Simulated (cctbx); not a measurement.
**Lattice, Laue class and space group of a new crystal**

Cell: a = 7.4210 Å, b = 7.4210 Å, c = 3.7660 Å, α = 90.00°, β = 90.00°, γ = 120.00°. Expected content of the cell: Bi3 Re2 Co1 Sc3.

Simulated single-crystal data (cctbx): Mo Kα, λ = 0.71073 Å, to d = 0.75 Å, 50 % of the full sphere, strongest reflection 20000 counts, noise from counting, a 1.5 % proportional error and a noise floor of 4 counts (s.d.); no absorption, some extinction.

Tests on the unmerged data give:

```text
832 reflections to d = 0.752 A
centring   violations  <I/sigma> of those
    A        380 of   407     29.4
    B        392 of   417     29.0
    C        414 of   444     28.6
    I        396 of   420     29.3
    R        524 of   555     28.6
    F        593 of   634     29.0
Laue class    unique    Rint  (classes that these axes allow; Friedel mates merged)
P -1              632   0.042
P 1 1 2/m         431   0.039
P -3              285   0.039
P -3 1 m          164   0.042
P -3 m 1          178   0.043
P 6/m             166   0.042
P 6/m m m         111   0.044
space group    extra absences  I>4sigma  <I/sigma>
P 6 2 2                 0          0         -  acentric
P 6 m m                 0          0         -  acentric
P -6 m 2                0          0         -  acentric
P -6 2 m                0          0         -  acentric
P 6/m m m               0          0         -  centric
Wilson B = 0.75 A^2   <|E^2-1|> = 0.624 (0.968 centric, 0.736 acentric)   E^2>4: 0.0 %
shell (A)         n   <I/sigma>
 6.43 - 1.50     20     53.1
 1.50 - 1.19     15     72.2
 1.19 - 1.04     13     44.2
 1.04 - 0.95     13     44.8
 0.95 - 0.88     16     55.1
 0.88 - 0.83     11     47.4
 0.83 - 0.79     13     31.1
 0.79 - 0.75     10     38.6
```

**Question.** What are the lattice type, the Laue class and the likely space group?

Every centring test has many violations, so the lattice is primitive.

Rint stays low (0.039 to 0.044) up to P 6/m m m, the highest class in these axes. It includes Bijvoet differences, since Friedel mates are merged.

5 settings pass the absence test. No glide or screw absences show, which leaves P 6 2 2, P 6 m m, P -6 m 2, P -6 2 m and P 6/m m m.

⟨|E²−1|⟩ = 0.624 leans to a non-centrosymmetric structure, or to twinning, which lowers it. The Wilson B of 0.75 Å² means U ≈ 0.0095 Å².

The true group is P-62m (no. 189), Laue class 6/mmm, non-centrosymmetric. The tables only narrow the choice to the tied entries; cell content, site symmetry and trial solutions must settle it.

This is a model crystal, built by substitution and not relaxed, with assumed displacement parameters.

[Logs are printed without paths, hosts, clocks, repeated set-up lines and the standing remarks that a program may print on its own settings, such as how far it seeks lower states.]
